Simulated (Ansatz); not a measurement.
**Phonons of GaN (P6_3mc) against volume**

Aim: how do the optical modes of GaN (P6_3mc) move with volume?

Main program and level: Ansatz 0.2.0; DFT PBE, scalar-relativistic, plane waves, PAW; PAW set soft_1.

The database entry behind the starting cell differs from later determinations by our own check (about 0.3 % short, ideal inner coordinate), so it need not match the best structure at ambient conditions.

### Step 1. The structure

The structure is hexagonal, space group P6_3mc (No. 186). The conventional cell has a = 3.180 Å, b = 3.180 Å, c = 5.166 Å, α = 90.00°, β = 90.00°, γ = 120.00°. Nearest to N lie 4 Ga at 1.94 to 1.95 Å. Nearest to Ga lie 4 N at 1.94 to 1.95 Å. Farther neighbours and most contacts between anions are not listed.

### Step 2. Bringing the structure to rest

The cell and atoms are relaxed, since residual forces and stress would shift the frequencies.

input.yaml reads:

```yaml
crystal:
  lattice:
    - [3.18, 0.0, 0.0]
    - [-1.59, 2.753960784, 0.0]
    - [0.0, 0.0, 5.166]
  atoms:
    - { symbol: "N", position: [0.33333333, 0.66666667, 0.375] }
    - { symbol: "N", position: [0.66666667, 0.33333333, 0.875] }
    - { symbol: Ga, position: [0.33333333, 0.66666667, 0.0] }
    - { symbol: Ga, position: [0.66666667, 0.33333333, 0.5] }
kpoints:
  mp_grid: { grid: [12, 12, 6] }
hamiltonian:
  xc: pbe
  pseudopotentials: { kind: paw, azcp: { folder: soft_1 } }
scf:
  occupations: { method: gaussian, width: 0.02 }
output:
  forces: true
  stress: true
  eigenvalues: true
relax:
  adjacent_minimum: "off"
  f_tol: 0.005
  max_steps: 80
  cell: { stress_tol: 0.05 }
```

The run is started by

```console
ansatz run input.yaml --threads 4 --pin off --max-ram 16384MiB --backend cpu --events-out ev --progress --plain --runs-dir out
```

Numbers of over 12 decimals in the logs are rounded to 6 here.

Log:

```text
Engine: ansatz 0.2.0, aarch64-unknown-linux-gnu
Pseudopotentials: kind: paw
Pseudopotential: N, paw, valence charge 5, recommended cutoff 420 eV (normal), soft_1/N.paw.azcp
Pseudopotential: Ga, paw, valence charge 13, recommended cutoff 420 eV (normal), soft_1/Ga.paw.azcp
Functional definition: PBE
  parameter kappa = 0.804
  parameter beta = 0.066725
  exchange = pbe_x(kappa = kappa, mu = beta*pi^2/3)
  correlation = pbe_c(beta = beta)
Crystal: 4 atoms, lattice volume = 45.242 Å³
Basis set: ecut = 420 eV, 881 PW (Γ), exchange–correlation on 48×48×72 points (8 copies of the dense FFT grid, shifted against one another)
Bands: 22, of which v1, the nominal top of the filled ones, is band 18 counted from 1 (17 counted from 0)
Symmetry: 12 space group operations
Space group: P63mc (ITA 186), of the structure as read, at distance tolerance 3.6e-5 Å
k-points: 76 of 864 (time reversal used)
Non-local potential: N, projectors of the file, l = 0: 2, l = 1: 2, l = 2: 1
Non-local potential: Ga, projectors of the file, l = 0: 2, l = 1: 2, l = 2: 3, l = 3: 1
PAW form: soft (Blöchl's): semilocal exchange-correlation on the pseudo side does not see the compensation charge
PAW one-centre angular grid: N, 110 points (default); XC on 64 Gauss nodes
PAW one-centre angular grid: Ga, 590 points (default); XC on 64 Gauss nodes
Initial density: superposition of atomic densities (chi_scale 0.1, normalization cell, long waves kept (reshape's long-wave potential 0.00 eV rms))
Initial wavefunctions: pseudopotential atomic-orbital guess
Functional: x = pbe(κ = 0.804, μ = 0.219515), c = pbe(β = 0.066725)
SCF iter   1: F=—  HF=-8337.216150 eV  |F-HF|=—  |Δ(HF+E_count)|=         —  Δρ=1.14e-1  dr2=5.17e0  ethr=3.10e-3  ⟨swp⟩=4.7  Hψ=6754  notcnv=0
preconditioner: auto → Resta (q_TF=auto, 2.626 Å⁻¹)  ε∞=4.8  [insulator: Δε(μ)=2.796 eV  Ē_g=16.928 eV  σ=0.020 eV  W_gap=1.00  n_scr=22 (ndim 8)  ℏωp=33.1 eV  f_vac=0.000  D(μ)=0.00/eV (n_scr^D=0)  ε∞_Penn≈4.8]
SCF iter   2: F=—  HF=-8335.904249 eV  |F-HF|=—  |Δ(HF+E_count)|=    1.31e0  Δρ=4.71e-2  dr2=5.42e-1  ethr=3.10e-3  ⟨swp⟩=2.1  Hψ=3958  notcnv=0
SCF iter   3: F=—  HF=-8335.818773 eV  |F-HF|=—  |Δ(HF+E_count)|=   8.55e-2  Δρ=1.85e-2  dr2=1.11e-1  ethr=1.51e-3  ⟨swp⟩=2.0  Hψ=1998  notcnv=0
SCF iter   4: F=—  HF=-8335.806038 eV  |F-HF|=—  |Δ(HF+E_count)|=   1.27e-2  Δρ=3.31e-3  dr2=6.01e-3  ethr=3.10e-4  ⟨swp⟩=3.0  Hψ=3338  notcnv=0
SCF iter   5: F=—  HF=-8335.804447 eV  |F-HF|=—  |Δ(HF+E_count)|=   1.59e-3  Δρ=2.81e-3  dr2=2.11e-3  ethr=1.67e-5  ⟨swp⟩=2.0  Hψ=3330  notcnv=0
SCF iter   6: F=—  HF=-8335.805901 eV  |F-HF|=—  |Δ(HF+E_count)|=   1.45e-3  Δρ=7.03e-4  dr2=1.79e-4  ethr=5.87e-6  ⟨swp⟩=2.9  Hψ=3343  notcnv=0
SCF iter   7: F=—  HF=-8335.806055 eV  |F-HF|=—  |Δ(HF+E_count)|=   1.54e-4  Δρ=1.13e-4  dr2=6.74e-6  ethr=4.97e-7  ⟨swp⟩=2.0  Hψ=3081  notcnv=0
SCF iter   8: F=—  HF=-8335.806053 eV  |F-HF|=—  |Δ(HF+E_count)|=   2.42e-6  Δρ=1.70e-5  dr2=1.06e-7  ethr=1.87e-8  ⟨swp⟩=2.0  Hψ=3040  notcnv=0
SCF iter   9: F=-8335.806053 eV  HF=-8335.806053 eV  |F-HF|=2.64e-9  |Δ(HF+E_count)|=   1.55e-7  Δρ=2.44e-6  dr2=2.84e-9  ethr=2.78e-10  ⟨swp⟩=5.0  Hψ=7310  notcnv=0
SCF 1 converged in 9 iterations: F = -8335.806053 eV  dr2 = 2.84e-9
  greatest PAW one-centre occupation: 0.995 electrons in one spin orbital (limit 2), on the Ga atom at site 2 (counted from 0), in its partial waves of l = 2
relax step   1: F+E_penalty+E_count = -8335.80605271 eV  Δ(F+E_penalty+E_count) = +0.000e0 eV  max|allowed force component| = 1.366e-1 eV/Å  Δτ_max = 0.0000 Å  P = +7.326 GPa  Ω = 45.242 Å³  (9 SCF iters, dr2 threshold 1.00e-7 eV, accepted)
Crystal: 4 atoms, lattice volume = 46.272 Å³
Basis set: ecut = 420 eV, 917 PW (Γ), exchange–correlation on 48×48×72 points (8 copies of the dense FFT grid, shifted against one another)
Initial density: handed on by an earlier stage of this run
Initial wavefunctions: those handed on with the density
iter 1 solved again at ethr=2.73e-5 eV; its pass at ethr=3.10e-3 eV (dr2=9.83e-3 eV) is discarded
SCF iter   1: F=—  HF=-8335.840039 eV  |F-HF|=—  |Δ(HF+E_count)|=         —  Δρ=4.47e-3  dr2=9.93e-3  ethr=2.73e-5  ⟨swp⟩=1.9  Hψ=8797  notcnv=0
preconditioner: auto → Resta (q_TF=auto, 2.617 Å⁻¹)  ε∞=4.9  [insulator: Δε(μ)=1.780 eV  Ē_g=16.481 eV  σ=0.020 eV  W_gap=1.00  n_scr=22 (ndim 8)  ℏωp=32.8 eV  f_vac=0.012  D(μ)=0.00/eV (n_scr^D=0)  ε∞_Penn≈4.9]
SCF iter   2: F=—  HF=-8335.837469 eV  |F-HF|=—  |Δ(HF+E_count)|=   2.57e-3  Δρ=1.01e-3  dr2=4.91e-4  ethr=2.73e-5  ⟨swp⟩=2.0  Hψ=2428  notcnv=0
SCF iter   3: F=—  HF=-8335.837494 eV  |F-HF|=—  |Δ(HF+E_count)|=   2.54e-5  Δρ=5.69e-4  dr2=1.45e-4  ethr=1.36e-6  ⟨swp⟩=1.2  Hψ=2013  notcnv=0
SCF iter   4: F=—  HF=-8335.837538 eV  |F-HF|=—  |Δ(HF+E_count)|=   4.39e-5  Δρ=8.64e-5  dr2=3.73e-6  ethr=4.02e-7  ⟨swp⟩=3.0  Hψ=3214  notcnv=0
SCF iter   5: F=—  HF=-8335.837541 eV  |F-HF|=—  |Δ(HF+E_count)|=   2.94e-6  Δρ=8.10e-5  dr2=1.58e-6  ethr=1.11e-9  ⟨swp⟩=6.6  Hψ=8406  notcnv=0
SCF iter   6: F=-8335.837541 eV  HF=-8335.837541 eV  |F-HF|=2.21e-8  |Δ(HF+E_count)|=   4.15e-7  Δρ=3.03e-5  dr2=2.51e-7  ethr=1.11e-9  ⟨swp⟩=3.0  Hψ=7279  notcnv=0
SCF 2 converged in 6 iterations: F = -8335.837541 eV  dr2 = 2.51e-7
  greatest PAW one-centre occupation: 0.995 electrons in one spin orbital (limit 2), on the Ga atom at site 3 (counted from 0), in its partial waves of l = 2
relax step   2: F+E_penalty+E_count = -8335.83754133 eV  Δ(F+E_penalty+E_count) = -3.149e-2 eV  max|allowed force component| = 9.797e-2 eV/Å  Δτ_max = 0.0003 Å  P = +2.882 GPa  Ω = 46.272 Å³  energy of the carried Pulay correction = -1.916e-3 eV  (6 SCF iters, dr2 threshold 4.00e-7 eV, accepted)
Crystal: 4 atoms, lattice volume = 46.975 Å³
Basis set: ecut = 420 eV, 941 PW (Γ), exchange–correlation on 48×48×72 points (8 copies of the dense FFT grid, shifted against one another)
iter 1 solved again at ethr=1.20e-5 eV; its pass at ethr=3.10e-3 eV (dr2=4.31e-3 eV) is discarded
SCF iter   1: F=—  HF=-8335.844504 eV  |F-HF|=—  |Δ(HF+E_count)|=         —  Δρ=2.95e-3  dr2=4.31e-3  ethr=1.20e-5  ⟨swp⟩=2.0  Hψ=9110  notcnv=0
preconditioner: auto → Resta (q_TF=auto, 2.610 Å⁻¹)  ε∞=4.9  [insulator: Δε(μ)=1.696 eV  Ē_g=16.381 eV  σ=0.020 eV  W_gap=1.00  n_scr=22 (ndim 8)  ℏωp=32.5 eV  f_vac=0.013  D(μ)=0.00/eV (n_scr^D=0)  ε∞_Penn≈4.9]
SCF iter   2: F=—  HF=-8335.843402 eV  |F-HF|=—  |Δ(HF+E_count)|=   1.10e-3  Δρ=7.27e-4  dr2=2.30e-4  ethr=1.20e-5  ⟨swp⟩=2.0  Hψ=2426  notcnv=0
SCF iter   3: F=—  HF=-8335.843420 eV  |F-HF|=—  |Δ(HF+E_count)|=   1.75e-5  Δρ=3.92e-4  dr2=6.94e-5  ethr=6.38e-7  ⟨swp⟩=1.2  Hψ=1880  notcnv=0
SCF iter   4: F=—  HF=-8335.843440 eV  |F-HF|=—  |Δ(HF+E_count)|=   2.02e-5  Δρ=7.03e-5  dr2=2.03e-6  ethr=1.93e-7  ⟨swp⟩=3.0  Hψ=3218  notcnv=0
SCF iter   5: F=—  HF=-8335.843443 eV  |F-HF|=—  |Δ(HF+E_count)|=   2.66e-6  Δρ=3.79e-5  dr2=3.80e-7  ethr=1.11e-9  ⟨swp⟩=6.0  Hψ=7813  notcnv=0
SCF iter   6: F=-8335.843442 eV  HF=-8335.843442 eV  |F-HF|=1.64e-8  |Δ(HF+E_count)|=   1.85e-7  Δρ=9.78e-6  dr2=3.02e-8  ethr=1.06e-9  ⟨swp⟩=5.0  Hψ=7307  notcnv=0
SCF 3 converged in 6 iterations: F = -8335.843442 eV  dr2 = 3.02e-8
relax step   3: F+E_penalty+E_count = -8335.84344249 eV  Δ(F+E_penalty+E_count) = -5.901e-3 eV  max|allowed force component| = 4.556e-2 eV/Å  Δτ_max = 0.0024 Å  P = +0.136 GPa  Ω = 46.975 Å³  energy of the carried Pulay correction = -3.199e-3 eV  (6 SCF iters, dr2 threshold 4.00e-7 eV, accepted)
[...]
relax step   4: F+E_penalty+E_count = -8335.84359358 eV  Δ(F+E_penalty+E_count) = -1.511e-4 eV  max|allowed force component| = 7.416e-3 eV/Å  Δτ_max = 0.0022 Å  P = +0.025 GPa  Ω = 47.006 Å³  energy of the carried Pulay correction = -3.254e-3 eV  (4 SCF iters, dr2 threshold 4.00e-7 eV, accepted)
[...]
relax step   5: F+E_penalty+E_count = -8335.84358769 eV  Δ(F+E_penalty+E_count) = +5.894e-6 eV  max|allowed force component| = 1.730e-4 eV/Å  Δτ_max = 0.0003 Å  P = +0.001 GPa  Ω = 47.012 Å³  energy of the carried Pulay correction = -3.266e-3 eV  (4 SCF iters, dr2 threshold 6.69e-9 eV, accepted)
[...]
relax step   6: F+E_penalty+E_count = -8335.84750666 eV  Δ(F+E_penalty+E_count) = -3.919e-3 eV  max|allowed force component| = 2.194e-4 eV/Å  Δτ_max = 0.0000 Å  P = +0.115 GPa  Ω = 47.012 Å³  stress off target by 1.25e-1 GPa  SCF on the basis re-selected at this cell (its energy is not comparable with the rows above)  (7 SCF iters)
[...]
relax step   7: F+E_penalty+E_count = -8335.84746213 eV  Δ(F+E_penalty+E_count) = +4.453e-5 eV  max|allowed force component| = 5.710e-5 eV/Å  Δτ_max = 0.0000 Å  P = -0.000 GPa  Ω = 47.043 Å³  energy of the carried Pulay correction = -5.581e-5 eV  (4 SCF iters, dr2 threshold 3.89e-8 eV, accepted)
iter 1 solved again at ethr=2.16e-8 eV; its pass at ethr=3.10e-3 eV (dr2=7.77e-6 eV) is discarded
SCF iter   1: F=—  HF=-8335.847513 eV  |F-HF|=—  |Δ(HF+E_count)|=         —  Δρ=5.03e-6  dr2=4.14e-9  ethr=2.16e-8  ⟨swp⟩=3.0  Hψ=12197  notcnv=0
SCF iter   2: F=—  HF=-8335.847522 eV  |F-HF|=—  |Δ(HF+E_count)|=   9.59e-6  Δρ=3.41e-6  dr2=2.41e-9  ethr=1.15e-11  ⟨swp⟩=2.0  Hψ=3040  notcnv=0
SCF iter   3: F=—  HF=-8335.847522 eV  |F-HF|=—  |Δ(HF+E_count)|=   6.39e-9  Δρ=8.78e-7  dr2=3.19e-10  ethr=6.71e-12  ⟨swp⟩=2.3  Hψ=3041  notcnv=0
SCF iter   4: F=—  HF=-8335.847522 eV  |F-HF|=—  |Δ(HF+E_count)|=  3.06e-10  Δρ=3.39e-7  dr2=4.67e-11  ethr=1.00e-12  ⟨swp⟩=2.0  Hψ=3040  notcnv=0
SCF iter   5: F=-8335.847522 eV  HF=-8335.847522 eV  |F-HF|=1.82e-12  |Δ(HF+E_count)|=  1.09e-10  Δρ=1.53e-7  dr2=1.06e-11  ethr=1.00e-12  ⟨swp⟩=4.0  Hψ=5983  notcnv=0
SCF 8 converged in 5 iterations: F = -8335.847522 eV  dr2 = 1.06e-11
relax step   8: F+E_penalty+E_count = -8335.84752247 eV  Δ(F+E_penalty+E_count) = -6.033e-5 eV  max|allowed force component| = 5.672e-5 eV/Å  Δτ_max = 0.0000 Å  P = +0.000 GPa  Ω = 47.043 Å³  stress off target by 4.05e-3 GPa  SCF on the basis re-selected at this cell (its energy is not comparable with the rows above)  (5 SCF iters)
basis re-selected at this cell: Δ(F+E_penalty+E_count) = -6.033e-5 eV, ΔP = +0.001 GPa vs the last step (what re-selecting the basis moved, of the pressure what is left beyond the Pulay correction that the steps carried, after the strain that the cell walked since its last selection, with what the two solves' SCF thresholds leave and, on support functions, any second-order correction that the steps lacked; it is no m [...]
SCF converged after 5 iterations
Free energy (F): -8335.847522 eV
Harris-Foulkes:  -8335.847522 eV  (|F-HF|=1.82e-12)
Internal energy: -8335.847522 eV  (E = F + TS)
E sigma→0 (E₀):  -8335.847522 eV
Fermi energy:    10.102124 eV
--- Per-component energies (eV) ---
  E_band       = -24.511183
  E_kinetic    = 479.581261
  E_local      = -2878.932447  (includes V_loc(G=0)·N_el)
  E_nonlocal   = -109.532456
  E_hartree    = 1808.702655
  E_xc         = -243.920760
  E_vxc        = -260.927577  (∫ρ·V_xc dr)
  E_paw        = -4249.071599  (= ΣΔE_a)
  E_vpaw       = -872.107087  (= ΣTr[D̂ρ^β])
  E_aug_tail   = 0.001625  (compensation charges beyond the density's cutoff)
  E_ewald      = -3142.675801
  E_smearing   = -0.000000  (= −TS)
  E_closure    = 0.000000  (closes the sum)
  Σ components = -8335.847522   (vs F -8335.847522, Δ=0.00e0)
--- Forces (eV/Å), atoms counted from 1 ---
  atom   1  N      0.00000000     0.00000000    -0.00005735
  atom   2  N     -0.00000000    -0.00000000    -0.00005735
  atom   3  Ga    -0.00000000    -0.00000000     0.00005608
  atom   4  Ga    -0.00000000     0.00000000     0.00005608
  max |Σ_I F_I| component: 2.54e-6 eV/Å
--- Stress (GPa, compression-positive) ---
       -0.001311       0.000000      -0.000000
        0.000000      -0.001311       0.000000
       -0.000000       0.000000       0.004046
  P = ⅓ Tr σ = 0.0005 GPa (0.005 kbar)
--- Band table (eV; the first three rows and the last of 76) ---
  k-point 0: bands = [... 14 lower, 8.2519, 9.2104, 9.2468, 9.2468, 10.9573, 13.3125, 18.2693, 18.9877]
  k-point 1: bands = [... 14 lower, 8.3154, 8.3836, 9.1772, 9.1772, 11.6633, 13.3668, 18.0787, 19.0217]
  k-point 2: bands = [... 14 lower, 8.4911, 8.4911, 8.9888, 8.9888, 12.6578, 13.4537, 17.6857, 18.1182]
  k-point 75: bands = [... 14 lower, 5.2131, 5.2131, 7.8283, 7.8283, 15.4735, 15.4735, 16.4960, 16.4960]
--- Relaxed structure (6 steps of the walk, 6 accepted, 2 SCFs on fresh bases) ---
  F+E_penalty+E_count = -8335.84752247 eV   max|allowed force component| = 5.672e-5 eV/Å   (the final SCF, on the basis selected at the relaxed cell)
  cell:  # Å, volume = 47.0434 Å³
    - [3.218653, -7.15218965635973e-19, 1.1133420936040563e-17]
    - [-1.609326, 2.787435, -5.566710468020282e-18]
    - [1.8086557407530183e-17, 0, 5.243488]
  atoms:
    - { symbol: N, position: [0.333333, 0.666667, 0.375866] }
    - { symbol: N, position: [0.666667, 0.333333, 0.875866] }
    - { symbol: Ga, position: [0.333333, 0.666667, -0.000865924] }
    - { symbol: Ga, position: [0.666667, 0.333333, 0.499134] }
```

Elapsed: 15 s, on 4 threads of Arm Neoverse V2, shared host; peak memory 0.43 GiB; 57 s of CPU time.

The steps of the relaxation:

| step | energy less that of the first step (eV) | largest force component (eV/Å) | pressure (GPa) | volume (Å³) |
| --- | --- | --- | --- | --- |
| 1 | 0.0000 | 0.1366 | 7.33 | 45.24 |
| 2 | -0.0315 | 0.0980 | 2.88 | 46.27 |
| 3 | -0.0374 | 0.0456 | 0.14 | 46.98 |
| 4 | -0.0375 | 0.0074 | 0.02 | 47.01 |
| 5 | -0.0375 | 0.0002 | 0.00 | 47.01 |
| 6* | -0.0415 | 0.0002 | 0.12 | 47.01 |
| 7 | -0.0414 | 0.0001 | 0.00 | 47.04 |
| 8* | -0.0415 | 0.0001 | 0.00 | 47.04 |

Relaxation steps marked * repeat the geometry before them on a plane-wave basis chosen anew for their cell, so energy and pressure can jump there.

Forces are held to the 12 operations that the run works with; a distortion that breaks them can't arise in this run.

| conventional cell, symmetrised | before | after | change |
| --- | --- | --- | --- |
| a (Å) | 3.180 | 3.219 | +1.2 % |
| b (Å) | 3.180 | 3.219 | +1.2 % |
| c (Å) | 5.166 | 5.243 | +1.5 % |
| volume (Å³/atom) | 11.31 | 11.76 | +4.0 % |

The relaxed structure:

```
N Ga
1.0
     3.21865    0.00000    0.00000
    -1.60933    2.78744    0.00000
     0.00000    0.00000    5.24349
N Ga
2 2
Direct
  0.33333 0.66667 0.37587
  0.66667 0.33333 0.87587
  0.33333 0.66667 0.99913
  0.66667 0.33333 0.49913
```

This step gave:

* pressure: 4.75e-4 GPa
* gap on the k-mesh: 1.710 eV
* volume per atom: 11.76 Å³

In this step the volume went from 11.31 to 11.76 Å³/atom.

### Step 3. Tight relaxation

A first tight relaxation and response on 12×12×6 k points, not shown, drew a warning on the mesh, so the tight relaxation is repeated on 18×18×8 points.

input.yaml reads:

```yaml
crystal:
  lattice:
    - [3.2186527184, 0.0, 0.0]
    - [-1.6093263592, 2.7874350201, 0.0]
    - [0.0, 0.0, 5.2434880868]
  atoms:
    - { symbol: "N", position: [0.3333333333, 0.6666666667, 0.3758659244] }
    - { symbol: "N", position: [0.6666666667, 0.3333333333, 0.8758659244] }
    - { symbol: Ga, position: [0.3333333333, 0.6666666667, -0.0008659244] }
    - { symbol: Ga, position: [0.6666666667, 0.3333333333, 0.4991340756] }
kpoints:
  mp_grid: { grid: [18, 18, 8] }
hamiltonian:
  xc: pbe
  pseudopotentials: { kind: paw, azcp: { folder: soft_1 } }
scf:
  occupations: { method: fixed }
output:
  forces: true
  stress: true
  eigenvalues: true
relax:
  adjacent_minimum: "off"
  f_tol: 0.001
  max_steps: 60
  cell: { stress_tol: 0.01 }
```

Log:

```text
[...]
Crystal: 4 atoms, lattice volume = 47.043 Å³
Basis set: ecut = 420 eV, 941 PW (Γ), exchange–correlation on 48×48×72 points (8 copies of the dense FFT grid, shifted against one another)
Bands: 22, of which v1, the nominal top of the filled ones, is band 18 counted from 1 (17 counted from 0)
Symmetry: 12 space group operations
[...]
k-points: 185 of 2592 (time reversal used)
[...]
--- Relaxed structure (1 steps of the walk, 1 accepted, 1 SCFs on fresh bases) ---
[...]
cell:  # Å, volume = 47.0434 Å³
    - [3.218653, 0.0, 0.0]
    - [-1.609326, 2.787435, 0.0]
    - [0.0, 0.0, 5.2434880868]
  atoms:
    - { symbol: N, position: [0.333333, 0.666667, 0.3758659244] }
    - { symbol: N, position: [0.666667, 0.333333, 0.875866] }
    - { symbol: Ga, position: [0.333333, 0.666667, -0.000865924] }
    - { symbol: Ga, position: [0.666667, 0.333333, 0.499134] }
[key lines of the parts left out:]
SCF converged after 6 iterations
Free energy (F): -8335.847530 eV
Fermi energy:    9.246793 eV
P = ⅓ Tr σ = 0.0019 GPa (0.019 kbar)
```

Elapsed: 9.5 s, on 4 threads; peak memory 0.51 GiB; 37 s of CPU time.

Little changed from the start: no atom moved by 0.005 Å and no cell edge by 0.1 %.

This step gave:

| Item | Value |
| --- | --- |
| pressure | 0.001903 GPa |

The largest force component left is 0.013 meV/Å and the pressure is 0.002 GPa, within the tolerances set. The cell now holds 11.76 Å³/atom.

(Part 1 of 3 ends here.)

[Logs are printed without paths, hosts, clocks, repeated set-up lines and the standing remarks that a program may print on its own settings, such as how far it seeks lower states.]

[Hosts, paths, dates, database ids (printed as entryN), source tags and the programs' standing remarks are cut or masked in the printed files.]
